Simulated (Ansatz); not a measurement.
# A hypothetical structure for TiIn4GaCo, part 2 of 2

Starting from a made-up structure for TiIn4GaCo, the aim is the relaxed cell, its shortest contacts and, where a second run follows, its electronic structure.

Ansatz 0.2.0; DFT, PBE, plane-wave PAW, files of the set soft_1, scalar-relativistic, ferromagnetic start, cell and ions relaxed at zero pressure; PAW set soft_1 (the session's first sound run).

So far: The starting structure; Relaxing cell and atoms. The relaxed cell has a = 4.434, c = 7.037 Å (conventional setting).

**3. Electronic structure of the relaxed cell**

With the geometry fixed, one more self-consistent run, with a narrower smearing and the mesh shown in its input, gives the bands, and its pressure, and its forces where symmetry allows any, show how far the geometry depends on these settings.

This step: DFT, PBE, plane-wave PAW, files of the set soft_1, scalar-relativistic, no spin, bands and density of states at the relaxed cell; PAW set soft_1 (Ansatz 0.2.0).

input.yaml

```yaml
crystal:
  lattice:
    - [4.4335924704, 0.0, 0.0]
    - [0.0, 4.4335924704, 0.0]
    - [0.0, 0.0, 7.0366090895]
  atoms:
    - { symbol: In, position: [0.5, 0.0, 0.7108262403] }
    - { symbol: In, position: [0.5, 0.0, 0.2891737597] }
    - { symbol: In, position: [0.0, 0.5, 0.7108262403] }
    - { symbol: In, position: [0.0, 0.5, 0.2891737597] }
    - { symbol: Ga, position: [0.5, 0.5, 0.0] }
    - { symbol: Co, position: [0.0, 0.0, 0.5] }
    - { symbol: Ti, position: [0.0, 0.0, 0.0] }
kpoints:
  mp_grid: { grid: [8, 8, 6] }
  band_path:
    path:
      - [[0.0, 0.0, 0.0], [0.0, 0.5, 0.0], [0.5, 0.5, 0.0], [0.0, 0.0, 0.0], [0.0, 0.0, 0.5], [0.0, 0.5, 0.5], [0.5, 0.5, 0.5], [0.0, 0.0, 0.5]]
      - [[0.0, 0.5, 0.0], [0.0, 0.5, 0.5]]
      - [[0.5, 0.5, 0.0], [0.5, 0.5, 0.5]]
    npoints: 8
scf:
  occupations: { method: fermi_dirac, width: 0.03 }
  n_extra_bands: 11
hamiltonian:
  xc: pbe
  pseudopotentials: { kind: paw, azcp: { folder: soft_1 } }
output:
  forces: true
  stress: true
  write_bands: true
  dos: { projected: true }
  write_density: true
  write_potential: true
  elf: true
  volumetric_format: npy
```

Run with:

```sh
$ ansatz run input.yaml --threads 4 --pin off --max-ram 10240MiB --backend cpu --events-out ev --progress --plain --runs-dir out
```

Numbers of over 12 decimals in the logs are rounded to 6 here.

The log of the run:

```text
[...]
Crystal: 7 atoms, lattice volume = 138.317 Å³
Basis set: ecut = 420 eV, 2711 PW (Γ), exchange–correlation on 60×60×96 points (8 copies of the dense FFT grid, shifted against one another)
Bands: 58, of which v1, the nominal top of the filled ones, is band 47 counted from 1 (46 counted from 0)
Symmetry: 16 space group operations
[...]
k-points: 60 of 384
[...]
SCF iter   1: F=—  HF=-33804.060895 eV  |F-HF|=—  |Δ(HF+E_count)|=         —  Δρ=1.30e-1  dr2=2.93e1  ethr=3.10e-3  ⟨swp⟩=6.2  Hψ=12446  notcnv=0  defer=3
[...]
SCF iter  12: F=-33800.736032 eV  HF=-33800.736032 eV  |F-HF|=7.91e-9  |Δ(HF+E_count)|=   7.30e-8  Δρ=4.11e-6  dr2=2.25e-8  ethr=1.06e-10  ⟨swp⟩=13.6  Hψ=22397  notcnv=0
SCF 1 converged in 12 iterations: F = -33800.736032 eV  dr2 = 2.25e-8
[...]
NSCF: frozen V_eff on 75 k-points
SCF converged after 12 iterations
Free energy (F): -33800.736032 eV
[...]
Internal energy: -33800.724879 eV  (E = F + TS)
E sigma→0 (E₀):  -33800.730455 eV
Entropy (-TS):   -0.011153 eV (-1.593 meV/atom)
Fermi energy:    12.758056 eV
[...]
--- Forces (eV/Å), atoms counted from 1 ---
  atom   1  In     0.00000000     0.00000000    -0.02174786
  atom   2  In     0.00000000     0.00000000     0.02174786
  atom   3  In     0.00000000     0.00000000    -0.02174786
  atom   4  In     0.00000000     0.00000000     0.02174786
  atom   5  Ga     0.00000000     0.00000000     0.00000000
  atom   6  Co    -0.00000000     0.00000000     0.00000000
  atom   7  Ti     0.00000000     0.00000000     0.00000000
  max |Σ_I F_I| component: 2.08e-17 eV/Å
--- Stress (GPa, compression-positive) ---
       -0.025115       0.000000       0.000000
        0.000000      -0.025115       0.000000
        0.000000       0.000000       0.091908
  P = ⅓ Tr σ = 0.0139 GPa (0.139 kbar)
--- Band table (eV; the first three rows and the last of 60) ---
  k-point 0: bands = [... 43 lower, 11.7010, 12.6451, 12.6451, 12.9669, 13.0168, 13.1967, 14.0466, 14.1298, ... 7 higher]
  k-point 1: bands = [... 43 lower, 11.7010, 12.5762, 12.5762, 12.7617, 12.9668, 13.1469, 13.9695, 14.1210, ... 7 higher]
  k-point 2: bands = [... 43 lower, 11.7010, 12.1042, 12.4282, 12.4282, 12.9668, 13.3006, 13.8574, 14.0534, ... 7 higher]
  k-point 59: bands = [... 43 lower, 11.5645, 11.6835, 11.6835, 11.7109, 11.9317, 13.2542, 13.2598, 13.2611, ... 7 higher]
```

Elapsed: 24 s, on 4 threads of Intel Xeon Platinum 8259CL at 2.50GHz (Skylake/Cascade Lake), shared host; peak memory 0.9 GiB; 90 s of CPU time.

Numbers from this step:

| Item | Value |
| --- | --- |
| free energy | -33800.7360 eV |
| energy at zero smearing | -33800.7305 eV |
| smearing term TS | 0.01115 eV |
| Fermi energy | 12.76 eV |
| pressure | 0.01389 GPa |

bands.tsv at the labelled points (eV, zero at the Fermi level; the bands that come nearest the Fermi level along the path):

```tsv
point	band 44	band 45	band 46	band 47	band 48	band 49	band 50	band 51
Γ	-1.06	-0.11	-0.11	0.21	0.26	0.44	1.29	1.37
X	-1.13	-1.05	0.04	0.23	0.37	0.57	0.67	0.78
M	-2.28	-1.21	-1.09	-0.92	-0.92	0.13	0.52	0.52
Γ	-1.06	-0.11	-0.11	0.21	0.26	0.44	1.29	1.37
Z	-1.06	-0.85	-0.41	-0.41	0.21	0.59	1.05	1.18
R	-1.42	-1.13	-0.91	0.11	0.34	0.41	0.73	1.75
A	-1.19	-1.07	-1.07	-1.05	-0.83	0.50	0.50	0.50
Z	-1.06	-0.85	-0.41	-0.41	0.21	0.59	1.05	1.18
X	-1.13	-1.05	0.04	0.23	0.37	0.57	0.67	0.78
R	-1.42	-1.13	-0.91	0.11	0.34	0.41	0.73	1.75
M	-2.28	-1.21	-1.09	-0.92	-0.92	0.13	0.52	0.52
A	-1.19	-1.07	-1.07	-1.05	-0.83	0.50	0.50	0.50
```

States per cell as run, both spins, in windows of 1 eV, from dos.tsv (zero at the Fermi level): Near the top, bands beyond those computed are missing, so counts there can be too low.

```
from  to  total
  -8  -7   1.50
  -7  -6   1.80
  -6  -5   1.99
  -5  -4   1.90
  -4  -3   2.23
  -3  -2   4.78
  -2  -1   7.25
  -1   0   4.59
   0   1   6.40
   1   2   4.49
   2   3   3.72
```

A further 68.2 states lie below the table's range.

ELF in the ac plane at fractional y = 0.000, with atoms of In and Co and Ti within 0.2 Å of it. It is the smooth field of the valence electrons, not physical close to the nuclei.

Values, 22 rows by 14 columns, each cell a mean:
```
0.67 0.72 0.53 0.13 0.13 0.23 0.27 0.28 0.26 0.19 0.10 0.26 0.65 0.71
0.63 0.58 0.33 0.14 0.23 0.31 0.30 0.29 0.30 0.29 0.19 0.17 0.45 0.62
0.23 0.19 0.14 0.24 0.33 0.29 0.25 0.24 0.26 0.32 0.31 0.18 0.15 0.21
0.08 0.11 0.22 0.33 0.30 0.26 0.23 0.23 0.24 0.27 0.32 0.30 0.17 0.09
0.20 0.25 0.33 0.32 0.26 0.21 0.11 0.08 0.15 0.24 0.27 0.34 0.30 0.22
0.30 0.33 0.36 0.28 0.24 0.13 0.02 0.01 0.04 0.19 0.25 0.32 0.35 0.31
0.23 0.27 0.33 0.28 0.23 0.12 0.01 0.01 0.04 0.18 0.24 0.32 0.31 0.25
0.16 0.17 0.25 0.30 0.25 0.19 0.08 0.06 0.12 0.22 0.26 0.30 0.21 0.16
0.27 0.22 0.18 0.28 0.28 0.25 0.23 0.22 0.24 0.25 0.30 0.23 0.19 0.24
0.52 0.37 0.23 0.23 0.32 0.30 0.26 0.25 0.27 0.32 0.30 0.20 0.27 0.44
0.75 0.51 0.27 0.20 0.32 0.38 0.34 0.33 0.36 0.37 0.27 0.20 0.35 0.62
0.62 0.44 0.25 0.21 0.33 0.33 0.28 0.27 0.30 0.35 0.29 0.20 0.31 0.52
0.36 0.27 0.19 0.26 0.30 0.26 0.24 0.24 0.24 0.27 0.30 0.21 0.22 0.31
0.18 0.17 0.21 0.30 0.26 0.23 0.15 0.13 0.18 0.24 0.27 0.27 0.18 0.17
0.19 0.23 0.31 0.28 0.24 0.14 0.03 0.01 0.06 0.20 0.25 0.31 0.27 0.21
0.29 0.31 0.35 0.28 0.23 0.11 0.01 0.01 0.03 0.18 0.24 0.32 0.34 0.30
0.26 0.30 0.35 0.30 0.25 0.17 0.05 0.03 0.09 0.22 0.26 0.34 0.33 0.28
0.11 0.15 0.27 0.34 0.28 0.25 0.20 0.18 0.22 0.26 0.30 0.33 0.22 0.13
0.10 0.10 0.15 0.29 0.33 0.27 0.24 0.24 0.25 0.29 0.33 0.23 0.12 0.10
0.51 0.44 0.23 0.16 0.28 0.32 0.28 0.27 0.30 0.32 0.24 0.15 0.32 0.48
0.69 0.70 0.48 0.13 0.16 0.26 0.29 0.29 0.28 0.23 0.12 0.23 0.60 0.71
0.59 0.70 0.57 0.13 0.10 0.20 0.25 0.25 0.24 0.16 0.08 0.29 0.66 0.67
```
Columns run along a (4.4 Å), rows up along c (7.0 Å). Atoms in or near the plane, at fractional coordinates: In at (0.50, 0.71), In at (0.50, 0.29), Co at (0.00, 0.50), Ti at (0.00, 0.00).

Electrostatic potential energy in the ac plane at fractional y = 0.000, with atoms of In and Co and Ti within 0.2 Å of it. With pseudopotentials it is smooth inside the atoms' cores, unlike the true potential.

Ten even steps from '_' (-30 eV) to '@' (15 eV), each cell a mean:
```
____::##@@@@@@@@@@@@%%++..__
..::++%%@@@@@@@@@@@@@@##==..
++**%%@@@@%%%%%%%%@@@@%%##++
%%%%@@@@%%**==--==##%%@@@@%%
@@@@@@%%**--......==##@@@@@@
@@@@@@%%++........::**@@@@@@
@@@@@@%%++........::**@@@@@@
%%%%@@%%**::......==##@@@@%%
::==##%%%%**----==##%%%%**--
____==%%@@%%####%%%%@@##::__
____::%%@@@@@@@@@@@@@@**____
____--%%@@@@%%%%%%@@@@**..__
__::**%%%%##++++**%%%%%%==..
**##%%%%##--....::++%%@@%%##
@@@@@@%%++........::**@@@@@@
@@@@@@%%==........::**@@@@@@
@@@@@@%%++::......--##@@@@@@
@@@@@@@@##++::::--**%%@@@@@@
####%%@@%%%%****##%%@@@@%%##
::--**%%@@@@@@@@@@@@@@%%++--
____--##@@@@@@@@@@@@%%**::__
____::##@@@@@@@@@@@@%%++..__
```
Columns run along a (4.4 Å; values clipped at the 3rd and 97th percentile), rows up along c (7.0 Å). Atoms in or near the plane, at fractional coordinates: In at (0.50, 0.71), In at (0.50, 0.29), Co at (0.00, 0.50), Ti at (0.00, 0.00).

Valence density in the ac plane at fractional y = 0.000, with atoms of In and Co and Ti within 0.2 Å of it. It is the smooth field of the valence electrons, not physical close to the nuclei.

Ten steps, logarithmic in the rise over the least value, from '0' (0 e/Å³) to '9' (42 e/Å³), each cell a mean:
```
65300000000146
43200000000024
11000000000001
00000123210000
00001355421000
00002466531000
00002466531000
10001355421001
32101123210113
76210011100147
97410000000258
87310000000147
54200122110124
11001244321011
00002466531000
00002466641000
00001456531000
00001234310000
00000011100000
32100000000013
65200000000145
76300000000146
```
Columns run along a (4.4 Å), rows up along c (7.0 Å). Atoms in or near the plane, at fractional coordinates: In at (0.50, 0.71), In at (0.50, 0.29), Co at (0.00, 0.50), Ti at (0.00, 0.00).

**4. What came out**

* space group, relaxed: P4/mmm
* conventional cell: a = 4.434, b = 4.434, c = 7.037 Å; α = 90.0°, β = 90.0°, γ = 90.0°
* volume per atom: 19.76 Å³ (guess 19.88)
* total moment: 0.00 μB in the cell of 7 atoms

What this shows: TiIn4GaCo relaxes to P4/mmm with a = 4.434, b = 4.434 and c = 7.037 Å. The guessed volume was near the relaxed one. The space group P4/mmm was held in the relaxation, so the end point is a stationary structure within it and may be a saddle against distortions or other arrangements. The moments died out from this one start and weren't seeded again at the relaxed cell. Bands cross the Fermi level, so it is a metal or semimetal at this level. On the 8×8×6 mesh with the narrower smearing (relaxed on 6×6×4) the largest force component is 0.022 eV/Å and the largest stress component is 0.092 GPa, against the relaxation's thresholds of 0.015 eV/Å and 0.05 GPa. The cutoff wasn't tested. No dispersion term is used, so weakly bound directions may come out too long. Nothing here tests whether the compound is stable against decomposition.

[Logs are printed without paths, hosts, clocks, repeated set-up lines and the standing remarks that a program may print on its own settings, such as how far it seeks lower states.]

[Hosts, paths, dates, database ids (printed as entryN), source tags and the programs' standing remarks are cut or masked in the printed files.]
